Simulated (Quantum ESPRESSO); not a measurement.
# MnS (Browneite): one coupling from two orders, and a test

Aim: get Heisenberg couplings of MnS (Browneite) from the energies of collinear orders, with pencil and paper, and test them on an order left out of the fit.

Method: LDA; plane waves with GBRV 1.5 LDA potentials, no spin-orbit coupling, in Quantum ESPRESSO 7.5.

## Step 1: The structure

Symmetry: F-43m, No. 216, cubic system. Conventional cell: a = 5.600 Å, b = 5.600 Å, c = 5.600 Å, α = 90.00°, β = 90.00°, γ = 90.00°. Nearest to Mn lie 4 S at 2.42 Å. Nearest to S lie 4 Mn at 2.42 Å. Farther neighbours and most contacts between anions are not listed.

Coordinates:

```cif
data_structure
_symmetry_space_group_name_H-M 'F-43m'
_symmetry_Int_Tables_number 216
_cell_length_a 5.6000
_cell_length_b 5.6000
_cell_length_c 5.6000
_cell_angle_alpha 90.000
_cell_angle_beta 90.000
_cell_angle_gamma 90.000
_cell_volume 175.62
loop_
_atom_site_label
_atom_site_type_symbol
_atom_site_symmetry_multiplicity
_atom_site_Wyckoff_symbol
_atom_site_fract_x
_atom_site_fract_y
_atom_site_fract_z
_atom_site_occupancy
Mn1 Mn 4 a 0.00000 0.00000 0.00000 1
S1 S 4 d 0.25000 0.25000 0.75000 1
```

The cell comes from the Crystallography Open Database.

## Step 2: The parallel order

All energies count from this run.

Input file pw.in:

```
&CONTROL
  calculation = 'scf'
  prefix = 'pwscf'
  outdir = './tmp'
  pseudo_dir = './pseudo'
  disk_io = 'nowf'
/
&SYSTEM
  ibrav = 0
  nat = 2
  ntyp = 2
  ecutwfc = 40
  ecutrho = 280
  nbnd = 19
  occupations = 'smearing'
  smearing = 'fd'
  degauss = 0.00367493
  nspin = 2
  starting_magnetization(1) = 0.3
  starting_magnetization(2) = 0
/
&ELECTRONS
  conv_thr = 4d-09
  electron_maxstep = 150
  mixing_beta = 0.3
/
ATOMIC_SPECIES
Mn     54.9380 mn_lda_v1.5.uspp.F.UPF
S      32.0600 s_lda_v1.4.uspp.F.UPF
CELL_PARAMETERS angstrom
   0.0000000000    2.8000000000    2.8000000000
   2.8000000000    0.0000000000    2.8000000000
   2.8000000000    2.8000000000    0.0000000000
ATOMIC_POSITIONS crystal
Mn      0.0000000000    0.0000000000    0.0000000000
S       0.2500000000    0.2500000000    0.2500000000
K_POINTS automatic
6 6 6 0 0 0
```

Launch:

```sh
$ OMP_NUM_THREADS=1 mpirun -n 4 pw.x -nk 4 -in pw.in > pw.out
```

Log:

```text
Program PWSCF v.7.5 starts
     [... lines left out ...]
     number of atoms/cell      =            2
     [... lines left out ...]
     number of electrons       =        21.00
     number of Kohn-Sham states=           19
     kinetic-energy cutoff     =      40.0000  Ry
     charge density cutoff     =     280.0000  Ry
     scf convergence threshold =      4.0E-09
     [... lines left out ...]
     24 Sym. Ops. (no inversion) found
     [... lines left out ...]
     number of k points=    16  Fermi-Dirac smearing, width (Ry)=  0.0037
     [... lines left out ...]
     iteration # 11     ecut=    40.00 Ry     beta= 0.30
     [... lines left out ...]
     Magnetic moment per site  (integrated on atomic sphere of radius R)
     atom   1 (R=0.253)  charge= 12.9577  magn=  4.0177
     atom   2 (R=0.253)  charge=  4.1735  magn=  0.1132
     [... lines left out ...]
     the Fermi energy is     6.9570 ev
!    total energy              =    -235.29916737 Ry
     estimated scf accuracy    <          2.3E-09 Ry
     smearing contrib. (-TS)   =      -0.00076946 Ry
     [... lines left out ...]
     total magnetization       =     4.72 Bohr mag/cell
     absolute magnetization    =     4.72 Bohr mag/cell
     convergence has been achieved in  11 iterations
   JOB DONE.
```

Run time: 4.5 s. Hardware: 4 MPI ranks of Intel Xeon Platinum 8559C (Emerald Rapids), shared host; peak memory 0.35 GiB; 17 s of CPU time.

Spin moment in the atom's sphere by atom:

| atom | spin moment in the atom's sphere (μB) |
| --- | --- |
| Mn1 | 4.02 |
| S2 | 0.11 |

Read from the output:

| Quantity | Value |
| --- | --- |
| smearing term TS | 0.01047 eV |
| magnetization | 4.725 μB |
| absolute magnetization | 4.725 μB |
| final state | ferromagnetic |

## Step 3: The orders used for the fit

The other orders were run with the same settings, on meshes that hold the same points. Free energies are divided by the number of Mn atoms; q is in fractions of the reciprocal vectors of the first run's cell.

| order | atoms | mesh | free energy (eV) | eV per Mn | largest moment (μB) |
| --- | --- | --- | --- | --- | --- |
| F + | 2 | 6×6×6 | -3201.4083 | -3201.4083 | 4.02 |
| AF q=(0,1/2,1/2) +- | 4 | 6×3×6 | -6403.4351 | -3201.7175 | 3.89 |

## Step 4: Counting neighbours

With E = −Σ J e_i·e_j over ordered pairs of unit vectors, turning a neighbour from parallel to opposed costs 2J a Mn atom. So an order lies 2 Σ n J over the parallel one, n being the opposed neighbours in each shell.

| shell | distance (Å) | neighbours | opposed in AF q=(0,1/2,1/2) +- | opposed in AF q=(0,0,1/2) +- |
| --- | --- | --- | --- | --- |
| J1 | 3.96 | 12 | 8 | 6 |
| J2 | 5.60 | 6 | 0 | 6 |

Only J1 is kept, as an effective coupling that takes up all reversed shells.

## Step 5: Solving

```
2 × 8 × J1 = -309.3 meV    (AF q=(0,1/2,1/2) +-)
J1 = -19.33 meV
```

## Step 6: The test

The couplings now give the orders that were left out:

```
2 × 6 × (-19.33) = -232.0 meV    (AF q=(0,0,1/2) +-)
```

The runs themselves:

| order | atoms | mesh | free energy (eV) | eV per Mn | largest moment (μB) | over the parallel order (meV) | foretold (meV) |
| --- | --- | --- | --- | --- | --- | --- | --- |
| AF q=(0,0,1/2) +- | 4 | 6×6×3 | -6403.2899 | -3201.6450 | 3.93 | -236.7 | -232.0 |

## Step 7: What came out

```
effective J1 (Mn–Mn at 3.96 Å)      : -19.3 meV
largest miss on the orders left out : 4.7 meV
```

**Reading.** The model misses the order left out by 4.7 meV, 1.5 % of the largest energy difference, so it holds on this test. The largest moment changes by 3.3 % between the orders. Shells that were dropped are folded into the couplings or show in the miss. No Hubbard term acts here. In such compounds local and semilocal functionals without one often delocalise the d electrons, and can shrink or lose moments and miss the size, sign and order of the couplings.

[Logs and program files are shortened in this print: banners, set-up blocks, solver, clock and traceback lines can be left out without a mark of their own.]

[Logs are printed without paths, hosts, clocks, repeated set-up lines and the standing remarks that a program may print on its own settings, such as how far it seeks lower states.]

[Hosts, paths, dates, database ids (printed as entryN), source tags and the programs' standing remarks are cut or masked in the printed files.]

[Where a cell is said to come from a database of computed structures, the database is the Materials Project.]
